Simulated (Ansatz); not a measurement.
**Phonons of Si2Ni (Fm-3m) against volume**

Aim: how do the optical modes of Si2Ni (Fm-3m) move with volume?

Program: Ansatz 0.2.0. Level of theory: DFT PBEsol, scalar-relativistic, plane waves, PAW; PAW set soft_1. Results are calculated unless marked as measured.

### 1. Starting point

Symmetry: Fm-3m, No. 225, cubic system. Conventional cell: a = 5.406 Å, b = 5.406 Å, c = 5.406 Å, α = 90.00°, β = 90.00°, γ = 90.00°. Nearest to Si lie 4 Ni at 2.34 Å. Nearest to Ni lie 8 Si at 2.34 Å. Farther neighbours are not listed.

### 2. Relaxation

Harmonic phonons are second derivatives at a point where the forces vanish, and they are wanted at zero stress, so atoms and cell are relaxed first.

The input, input.yaml:

```yaml
crystal:
  lattice:
    - [0.0, 2.703, 2.703]
    - [2.703, 0.0, 2.703]
    - [2.703, 2.703, 0.0]
  atoms:
    - { symbol: Si, position: [0.25, 0.25, 0.25] }
    - { symbol: Si, position: [0.75, 0.75, 0.75] }
    - { symbol: Ni, position: [0.0, 0.0, 0.0] }
kpoints:
  mp_grid: { grid: [14, 14, 14] }
hamiltonian:
  xc: pbesol
  pseudopotentials: { kind: paw, azcp: { folder: soft_1 }, xc_functional: pbe }
scf:
  occupations: { method: gaussian, width: 0.1 }
output:
  forces: true
  stress: true
  eigenvalues: true
  write_density: true
  write_potential: true
  elf: true
  volumetric_format: npy
relax:
  adjacent_minimum: "off"
  f_tol: 0.005
  max_steps: 80
  cell: { stress_tol: 0.05 }
```

The run is started by

```bash
$ ansatz run input.yaml --threads 4 --pin off --max-ram 10240MiB --backend cpu --events-out ev --progress --plain --runs-dir out
```

Numbers of over 12 decimals in the logs are rounded to 6 here.

Log:

```text
Engine: ansatz 0.2.0, aarch64-unknown-linux-gnu
Pseudopotentials: kind: paw
Pseudopotential: Si, paw, valence charge 4, recommended cutoff 420 eV (normal), soft_1/Si.paw.azcp
Pseudopotential: Ni, paw, valence charge 18, recommended cutoff 420 eV (normal), soft_1/Ni.paw.azcp
Functional definition: PBEsol
  exchange = pbesol_x
  correlation = pbesol_c
Crystal: 3 atoms, lattice volume = 39.497 Å³
Basis set: ecut = 420 eV, 749 PW (Γ), exchange–correlation on 54×54×54 points (8 copies of the dense FFT grid, shifted against one another)
Bands: 17, of which v1, the nominal top of the filled ones, is band 13 counted from 1 (12 counted from 0)
Symmetry: 48 space group operations
Space group: Fm-3m (ITA 225), of the structure as read, at distance tolerance 3.4e-5 Å
k-points: 104 of 2744
Non-local potential: Si, projectors of the file, l = 0: 2, l = 1: 2, l = 2: 1
Non-local potential: Ni, projectors of the file, l = 0: 3, l = 1: 2, l = 2: 3, l = 3: 1
PAW form: soft (Blöchl's): semilocal exchange-correlation on the pseudo side does not see the compensation charge
PAW frozen core: Si, regenerated for the run's functional, and the local potential with it (the file was generated under x = pbe(κ = 0.804, μ = 0.219515), c = pbe(β = 0.066725))
PAW frozen core: Ni, regenerated for the run's functional, and the local potential with it (the file was generated under x = pbe(κ = 0.804, μ = 0.219515), c = pbe(β = 0.066725))
PAW one-centre angular grid: Si, 110 points (default); XC on 64 Gauss nodes
PAW one-centre angular grid: Ni, 590 points (default); XC on 64 Gauss nodes
Initial density: superposition of atomic densities (chi_scale 0.1, normalization cell, long waves kept (reshape's long-wave potential 0.00 eV rms))
Initial wavefunctions: pseudopotential atomic-orbital guess
Functional: x = pbesol(κ = 0.804, μ = 0.123457), c = pbesol(β = 0.046)
SCF iter   1: F=—  HF=-7050.199425 eV  |F-HF|=—  |Δ(HF+E_count)|=         —  Δρ=8.58e-2  dr2=3.85e0  ethr=3.10e-3  ⟨swp⟩=5.5  Hψ=9162  notcnv=0
preconditioner: auto → Kerker (q_TF=auto, 2.545 Å⁻¹)  [metal: Δε(μ)=0.016 eV  Ē_g=8.842 eV  σ=0.100 eV  W_gap=0.09  n_scr=14 (ndim 8)  ℏωp=25.1 eV  f_vac=0.000  D(μ)=0.64/eV (n_scr^D=0)]
SCF iter   2: F=—  HF=-7049.673627 eV  |F-HF|=—  |Δ(HF+E_count)|=   5.26e-1  Δρ=3.86e-2  dr2=1.06e0  ethr=3.10e-3  ⟨swp⟩=2.5  Hψ=3295  notcnv=0  defer=10
SCF iter   3: F=—  HF=-7049.364257 eV  |F-HF|=—  |Δ(HF+E_count)|=   3.09e-1  Δρ=2.32e-2  dr2=2.34e-1  ethr=3.10e-3  ⟨swp⟩=2.8  Hψ=3387  notcnv=0  defer=10
SCF iter   4: F=—  HF=-7049.327848 eV  |F-HF|=—  |Δ(HF+E_count)|=   3.64e-2  Δρ=1.00e-2  dr2=2.95e-2  ethr=8.99e-4  ⟨swp⟩=2.1  Hψ=2966  notcnv=0  defer=10
SCF iter   5: F=—  HF=-7049.327288 eV  |F-HF|=—  |Δ(HF+E_count)|=   5.60e-4  Δρ=4.93e-3  dr2=8.58e-3  ethr=1.14e-4  ⟨swp⟩=2.3  Hψ=2398  notcnv=0  defer=9
SCF iter   6: F=—  HF=-7049.326815 eV  |F-HF|=—  |Δ(HF+E_count)|=   4.73e-4  Δρ=2.41e-3  dr2=2.20e-3  ethr=3.30e-5  ⟨swp⟩=1.0  Hψ=1759  notcnv=0  defer=9
SCF iter   7: F=—  HF=-7049.326601 eV  |F-HF|=—  |Δ(HF+E_count)|=   2.13e-4  Δρ=3.93e-4  dr2=6.36e-5  ethr=8.47e-6  ⟨swp⟩=1.1  Hψ=1784  notcnv=0  defer=9
SCF iter   8: F=—  HF=-7049.326607 eV  |F-HF|=—  |Δ(HF+E_count)|=   5.43e-6  Δρ=3.04e-5  dr2=4.43e-7  ethr=2.45e-7  ⟨swp⟩=2.4  Hψ=2550  notcnv=0  defer=9
SCF iter   9: F=-7049.326607 eV  HF=-7049.326607 eV  |F-HF|=1.53e-8  |Δ(HF+E_count)|=   6.82e-8  Δρ=7.89e-6  dr2=2.25e-8  ethr=3.85e-10  ⟨swp⟩=9.7  Hψ=13169  notcnv=0
SCF 1 converged in 9 iterations: F = -7049.326607 eV  dr2 = 2.25e-8
  greatest PAW one-centre occupation: 1.000 electrons in one spin orbital (limit 2), on the Ni atom at site 2 (counted from 0), in its partial waves of l = 1
relax step   1: F+E_penalty+E_count = -7049.32660673 eV  Δ(F+E_penalty+E_count) = +0.000e0 eV  max|allowed force component| = 1.234e-17 eV/Å  Δτ_max = 0.0000 Å  P = -1.280 GPa  Ω = 39.497 Å³  (9 SCF iters, dr2 threshold 1.00e-7 eV, accepted)
Crystal: 3 atoms, lattice volume = 39.320 Å³
Initial density: handed on by an earlier stage of this run
Initial wavefunctions: those handed on with the density
iter 1 solved again at ethr=8.20e-7 eV; its pass at ethr=3.10e-3 eV (dr2=2.13e-4 eV) is discarded
SCF iter   1: F=—  HF=-7049.327713 eV  |F-HF|=—  |Δ(HF+E_count)|=         —  Δρ=8.90e-4  dr2=1.91e-4  ethr=8.20e-7  ⟨swp⟩=2.1  Hψ=9513  notcnv=0
preconditioner: auto → Kerker (q_TF=auto, 2.547 Å⁻¹)  [metal: Δε(μ)=0.069 eV  Ē_g=8.274 eV  σ=0.100 eV  W_gap=0.35  n_scr=14 (ndim 8)  ℏωp=25.1 eV  f_vac=0.000  D(μ)=0.91/eV (n_scr^D=8)]
SCF iter   2: F=—  HF=-7049.327682 eV  |F-HF|=—  |Δ(HF+E_count)|=   3.10e-5  Δρ=2.43e-4  dr2=2.23e-5  ethr=7.34e-7  ⟨swp⟩=1.2  Hψ=1882  notcnv=0
SCF iter   3: F=—  HF=-7049.327678 eV  |F-HF|=—  |Δ(HF+E_count)|=   4.25e-6  Δρ=1.04e-4  dr2=6.40e-6  ethr=8.58e-8  ⟨swp⟩=1.2  Hψ=1914  notcnv=0
SCF iter   4: F=—  HF=-7049.327677 eV  |F-HF|=—  |Δ(HF+E_count)|=   9.21e-7  Δρ=6.44e-5  dr2=1.77e-6  ethr=2.46e-8  ⟨swp⟩=2.3  Hψ=2778  notcnv=0
iter 5 did not close the SCF: its close was put off for the readings that it lacked (scf_convergence_deferred on its scf_iter line)
SCF iter   5: F=-7049.327677 eV  HF=-7049.327677 eV  |F-HF|=4.30e-9  |Δ(HF+E_count)|=   3.96e-8  Δρ=1.81e-5  dr2=9.07e-8  ethr=6.80e-9  ⟨swp⟩=2.3  Hψ=2547  notcnv=0
SCF iter   6: F=-7049.327677 eV  HF=-7049.327677 eV  |F-HF|=7.93e-10  |Δ(HF+E_count)|=   1.51e-8  Δρ=3.20e-6  dr2=4.72e-9  ethr=3.49e-10  ⟨swp⟩=6.1  Hψ=10738  notcnv=0
SCF 2 converged in 6 iterations: F = -7049.327677 eV  dr2 = 4.72e-9
relax step   2: F+E_penalty+E_count = -7049.32767664 eV  Δ(F+E_penalty+E_count) = -1.070e-3 eV  max|allowed force component| = 1.018e-16 eV/Å  Δτ_max = 0.0000 Å  P = -0.584 GPa  Ω = 39.320 Å³  energy of the carried Pulay correction = +3.606e-5 eV  (6 SCF iters, dr2 threshold 3.00e-7 eV, accepted)
Crystal: 3 atoms, lattice volume = 39.172 Å³
iter 1 solved again at ethr=5.94e-7 eV; its pass at ethr=3.10e-3 eV (dr2=1.54e-4 eV) is discarded
SCF iter   1: F=—  HF=-7049.328001 eV  |F-HF|=—  |Δ(HF+E_count)|=         —  Δρ=7.58e-4  dr2=1.38e-4  ethr=5.94e-7  ⟨swp⟩=2.1  Hψ=9406  notcnv=0
preconditioner: auto → Kerker (q_TF=auto, 2.548 Å⁻¹)  [metal: Δε(μ)=0.059 eV  Ē_g=8.301 eV  σ=0.100 eV  W_gap=0.30  n_scr=14 (ndim 8)  ℏωp=25.2 eV  f_vac=0.000  D(μ)=0.91/eV (n_scr^D=8)]
SCF iter   2: F=—  HF=-7049.327977 eV  |F-HF|=—  |Δ(HF+E_count)|=   2.44e-5  Δρ=2.05e-4  dr2=1.58e-5  ethr=5.32e-7  ⟨swp⟩=1.2  Hψ=1876  notcnv=0
SCF iter   3: F=—  HF=-7049.327974 eV  |F-HF|=—  |Δ(HF+E_count)|=   2.89e-6  Δρ=8.80e-5  dr2=4.53e-6  ethr=6.09e-8  ⟨swp⟩=1.2  Hψ=1929  notcnv=0
SCF iter   4: F=—  HF=-7049.327973 eV  |F-HF|=—  |Δ(HF+E_count)|=   6.02e-7  Δρ=5.41e-5  dr2=1.26e-6  ethr=1.74e-8  ⟨swp⟩=2.3  Hψ=2789  notcnv=0
iter 5 did not close the SCF: its close was put off for the readings that it lacked (scf_convergence_deferred on its scf_iter line)
SCF iter   5: F=-7049.327973 eV  HF=-7049.327973 eV  |F-HF|=2.11e-9  |Δ(HF+E_count)|=   2.63e-8  Δρ=1.52e-5  dr2=6.30e-8  ethr=4.83e-9  ⟨swp⟩=2.3  Hψ=2573  notcnv=0
SCF iter   6: F=-7049.327973 eV  HF=-7049.327973 eV  |F-HF|=4.99e-10  |Δ(HF+E_count)|=   1.08e-8  Δρ=2.60e-6  dr2=3.21e-9  ethr=2.42e-10  ⟨swp⟩=6.0  Hψ=10247  notcnv=0
SCF 3 converged in 6 iterations: F = -7049.327973 eV  dr2 = 3.21e-9
relax step   3: F+E_penalty+E_count = -7049.32797342 eV  Δ(F+E_penalty+E_count) = -2.968e-4 eV  max|allowed force component| = 6.553e-17 eV/Å  Δτ_max = 0.0000 Å  P = +0.009 GPa  Ω = 39.172 Å³  energy of the carried Pulay correction = +6.624e-5 eV  (6 SCF iters, dr2 threshold 3.00e-7 eV, accepted)
Initial wavefunctions: pseudopotential atomic-orbital guess (no wavefunctions were taken with the density)
iter 1 solved again at ethr=5.64e-7 eV; its pass at ethr=3.10e-3 eV (dr2=1.47e-4 eV) is discarded
SCF iter   1: F=—  HF=-7049.327894 eV  |F-HF|=—  |Δ(HF+E_count)|=         —  Δρ=6.70e-6  dr2=4.62e-9  ethr=5.64e-7  ⟨swp⟩=2.9  Hψ=13885  notcnv=0
eigensolver tolerance schedule: the retry pair's looser diagonalisation over-reported the residual by 31759.58 of it (diagonalisation noise at an unbounded share of the residual, at the tolerance the schedule requests for it); recorded, not acted on — ethr = c·dr2/N_el stays at c = 1.0e-1
preconditioner: auto → Kerker (q_TF=auto, 2.548 Å⁻¹)  [metal: Δε(μ)=0.062 eV  Ē_g=8.302 eV  σ=0.100 eV  W_gap=0.32  n_scr=14 (ndim 8)  ℏωp=25.2 eV  f_vac=0.000  D(μ)=0.90/eV (n_scr^D=8)]
SCF iter   2: F=—  HF=-7049.327908 eV  |F-HF|=—  |Δ(HF+E_count)|=   1.45e-5  Δρ=4.68e-6  dr2=5.44e-9  ethr=1.78e-11  ⟨swp⟩=3.1  Hψ=4130  notcnv=0
SCF iter   3: F=—  HF=-7049.327908 eV  |F-HF|=—  |Δ(HF+E_count)|=   1.15e-9  Δρ=1.73e-6  dr2=1.02e-9  ethr=1.78e-11  ⟨swp⟩=1.0  Hψ=1768  notcnv=0
SCF iter   4: F=—  HF=-7049.327908 eV  |F-HF|=—  |Δ(HF+E_count)|=  3.48e-10  Δρ=6.02e-7  dr2=1.54e-10  ethr=3.90e-12  ⟨swp⟩=2.4  Hψ=2628  notcnv=0
iter 5 did not close the SCF: its close was put off for the readings that it lacked (scf_convergence_deferred on its scf_iter line)
SCF iter   5: F=-7049.327908 eV  HF=-7049.327908 eV  |F-HF|=1.82e-11  |Δ(HF+E_count)|=  2.82e-11  Δρ=1.67e-7  dr2=1.40e-11  ethr=1.00e-12  ⟨swp⟩=1.0  Hψ=1770  notcnv=0
SCF iter   6: F=-7049.327908 eV  HF=-7049.327908 eV  |F-HF|=3.64e-12  |Δ(HF+E_count)|=  3.64e-12  Δρ=8.45e-8  dr2=3.02e-12  ethr=1.00e-12  ⟨swp⟩=4.1  Hψ=7659  notcnv=0
SCF 4 converged in 6 iterations: F = -7049.327908 eV  dr2 = 3.02e-12
relax step   4: F+E_penalty+E_count = -7049.32790828 eV  Δ(F+E_penalty+E_count) = +6.514e-5 eV  max|allowed force component| = 9.560e-17 eV/Å  Δτ_max = 0.0000 Å  P = +0.009 GPa  Ω = 39.172 Å³  stress off target by 8.81e-3 GPa  SCF on the basis re-selected at this cell (its energy is not comparable with the rows above)  (6 SCF iters)
basis re-selected at this cell: Δ(F+E_penalty+E_count) = +6.514e-5 eV, ΔP = +0.000 GPa vs the last step (what re-selecting the basis moved, of the pressure what is left beyond the Pulay correction that the steps carried, after the strain that the cell walked since its last selection, with what the two solves' SCF thresholds leave and, on support functions, any second-order correction that the steps lacked; it is no m [...]
SCF converged after 6 iterations
Free energy (F): -7049.327908 eV
Harris-Foulkes:  -7049.327908 eV  (|F-HF|=3.64e-12)
Internal energy: -7049.323387 eV  (E = F + TS)
E sigma→0 (E₀):  -7049.325648 eV
Entropy (-TS):   -0.004521 eV (-1.507 meV/atom)
Fermi energy:    13.308493 eV
--- Per-component energies (eV) ---
  E_band       = -344.493026
  E_kinetic    = 430.028291
  E_local      = -4195.975913  (includes V_loc(G=0)·N_el)
  E_nonlocal   = -75.331333
  E_hartree    = 2169.342137
  E_xc         = -228.537638
  E_vxc        = -247.083205  (∫ρ·V_xc dr)
  E_paw        = -2614.284414  (= ΣΔE_a)
  E_vpaw       = -594.815933  (= ΣTr[D̂ρ^β])
  E_aug_tail   = 0.000930  (compensation charges beyond the density's cutoff)
  E_ewald      = -2534.825858
  E_core_change = 0.260411  (= ΣΔE_core)
  E_smearing   = -0.004521  (= −TS)
  E_closure    = -0.000000  (closes the sum)
  Σ components = -7049.327908   (vs F -7049.327908, Δ=0.00e0)
--- Forces (eV/Å), atoms counted from 1 ---
  atom   1  Si    -0.00000000     0.00000000     0.00000000
  atom   2  Si     0.00000000     0.00000000    -0.00000000
  atom   3  Ni     0.00000000    -0.00000000    -0.00000000
  max |Σ_I F_I| component: 7.40e-17 eV/Å
--- Stress (GPa, compression-positive) ---
        0.008808      -0.000000      -0.000000
       -0.000000       0.008808      -0.000000
       -0.000000      -0.000000       0.008808
  P = ⅓ Tr σ = 0.0088 GPa (0.088 kbar)
--- Band table (eV; the first three rows and the last of 104) ---
  k-point 0: bands = [... 9 lower, 9.6981, 13.0308, 14.9962, 14.9962, 14.9962, 15.4652, 15.4652, 15.4652]
  k-point 1: bands = [... 9 lower, 9.6831, 12.9246, 14.0970, 14.5477, 14.5477, 15.9287, 15.9287, 16.5444]
  k-point 2: bands = [... 9 lower, 9.6473, 12.1500, 13.9095, 13.9630, 13.9630, 16.2572, 16.2572, 17.3195]
  k-point 103: bands = [... 9 lower, 9.5218, 9.5989, 10.0393, 10.7780, 14.8311, 16.2454, 17.2375, 19.1423]
--- Relaxed structure (3 steps of the walk, 3 accepted, 1 SCFs on fresh bases) ---
  F+E_penalty+E_count = -7049.32790828 eV   max|allowed force component| = 9.560e-17 eV/Å   (the final SCF, on the basis selected at the relaxed cell)
  cell:  # Å, volume = 39.1721 Å³
    - [0, 2.695560, 2.695560]
    - [2.695560, 0, 2.695560]
    - [2.695560, 2.695560, 0]
  atoms:
    - { symbol: Si, position: [0.25, 0.25, 0.25] }
    - { symbol: Si, position: [0.750000, 0.750000, 0.750000] }
    - { symbol: Ni, position: [0, 0, 0] }
```

Wall time 5.3 s (4 threads of Arm Neoverse V1, shared host); peak memory 0.39 GiB; 19 s of CPU time.

This run has no spin polarisation, although Ni can carry a moment.

Relaxation path:

```tsv
step	energy less that of the first step (eV)	largest force component (eV/Å)	pressure (GPa)	volume (Å³)
1	0.0000	0.0000	-1.28	39.50
2	-0.0011	0.0000	-0.58	39.32
3	-0.0014	0.0000	0.01	39.17
4*	-0.0013	0.0000	0.01	39.17
```

Relaxation steps marked * repeat the geometry before them on a plane-wave basis chosen anew for their cell, so energy and pressure can jump there.

The run keeps the 48 symmetry operations that it works with, so distortions that break them were not tested.

```tsv
conventional cell, symmetrised	before	after	change
a (Å)	5.406	5.391	-0.3 %
b (Å)	5.406	5.391	-0.3 %
c (Å)	5.406	5.391	-0.3 %
volume (Å³/atom)	13.17	13.06	-0.8 %
```

The relaxed structure:

```cif
data_structure
_symmetry_space_group_name_H-M 'P 1'
_symmetry_Int_Tables_number 1
_cell_length_a 3.8121
_cell_length_b 3.8121
_cell_length_c 3.8121
_cell_angle_alpha 60.000
_cell_angle_beta 60.000
_cell_angle_gamma 60.000
_cell_volume 39.17
loop_
_atom_site_label
_atom_site_type_symbol
_atom_site_fract_x
_atom_site_fract_y
_atom_site_fract_z
_atom_site_occupancy
Si1 Si 0.25000 0.25000 0.25000 1
Si2 Si 0.75000 0.75000 0.75000 1
Ni3 Ni 0.00000 0.00000 0.00000 1
```

Numbers from this step:

| Quantity | Value |
| --- | --- |
| pressure | 0.008808 GPa |
| volume per atom | 13.06 Å³ |
| gap on the k-mesh | 0 eV |

ELF in the ac plane of a cell with a along [110], b along [-110] and c along [001] of the cube at fractional y = 0.000, with atoms of Si and Ni within 0.2 Å of it. It is the smooth field of the valence electrons, not physical close to the nuclei.

Ten even steps from '0' (0.02) to '9' (0.91), each cell a mean:
```
842577642486236776337
324776774232257667522
236754576322476446742
246534355323564444643
123444443211344444421
002466642000135665310
001366531000025664200
001467631000025665200
012455542100135554310
234434344322454334532
246644466423565445753
225754675222367457732
533676763254247777424
952466642598325665238
```
Columns run along a (7.6 Å), rows up along c (5.4 Å), edges of the conventional cell, whose origin can differ from the input's. Atoms in or near the plane, at fractional coordinates: Si at (0.25, 0.25), Si at (0.75, 0.25), Si at (0.25, 0.75), Si at (0.75, 0.75), Ni at (0.00, 0.00), Ni at (0.50, 0.00).

Electrostatic potential energy in the ac plane of a cell with a along [110], b along [-110] and c along [001] of the cube at fractional y = 0.000, with atoms of Si and Ni within 0.2 Å of it. With pseudopotentials it is smooth inside the atoms' cores, unlike the true potential.

Ten even steps from '0' (-22 eV) to '9' (16 eV), each cell a mean:
```
845887884486378778736
347631367433574115753
787302037878860210688
997217127999850540589
998400048999971002799
999854589999987447899
999988899999998889999
999887889999998778999
998631368999984115899
998302038999960110699
997217127999850540589
567400047656761002776
436754576343476447743
954888884598378888638
```
Columns run along a (7.6 Å; values clipped at the 3rd and 97th percentile), rows up along c (5.4 Å), edges of the conventional cell, whose origin can differ from the input's. Atoms in or near the plane, at fractional coordinates: Si at (0.25, 0.25), Si at (0.75, 0.25), Si at (0.25, 0.75), Si at (0.75, 0.75), Ni at (0.00, 0.00), Ni at (0.50, 0.00).

Valence density in the ac plane of a cell with a along [110], b along [-110] and c along [001] of the cube at fractional y = 0.000, with atoms of Si and Ni within 0.2 Å of it. It is the smooth field of the valence electrons, not physical close to the nuclei.

Ten steps, logarithmic in the rise over the least value, from '0' (0 e/Å³) to '9' (44 e/Å³), each cell a mean:
```
862111112687411111148
421111111243211111123
111110111111111001111
001100011000010000100
000000000000000000000
000011100000000110000
000001000000000110000
000011100000000110000
000011100000001111000
000100010000000000000
001100011000111001110
211110111122111111112
641111111465211111125
962111112798411111148
```
Columns run along a (7.6 Å), rows up along c (5.4 Å), edges of the conventional cell, whose origin can differ from the input's. Atoms in or near the plane, at fractional coordinates: Si at (0.25, 0.25), Si at (0.75, 0.25), Si at (0.25, 0.75), Si at (0.75, 0.75), Ni at (0.00, 0.00), Ni at (0.50, 0.00).

In this step the volume went from 13.17 to 13.06 Å³/atom.

(Continued in part 2 of 3.)

[Logs are printed without paths, hosts, clocks, repeated set-up lines and the standing remarks that a program may print on its own settings, such as how far it seeks lower states.]

[Hosts, paths, dates, database ids (printed as entryN), source tags and the programs' standing remarks are cut or masked in the printed files.]
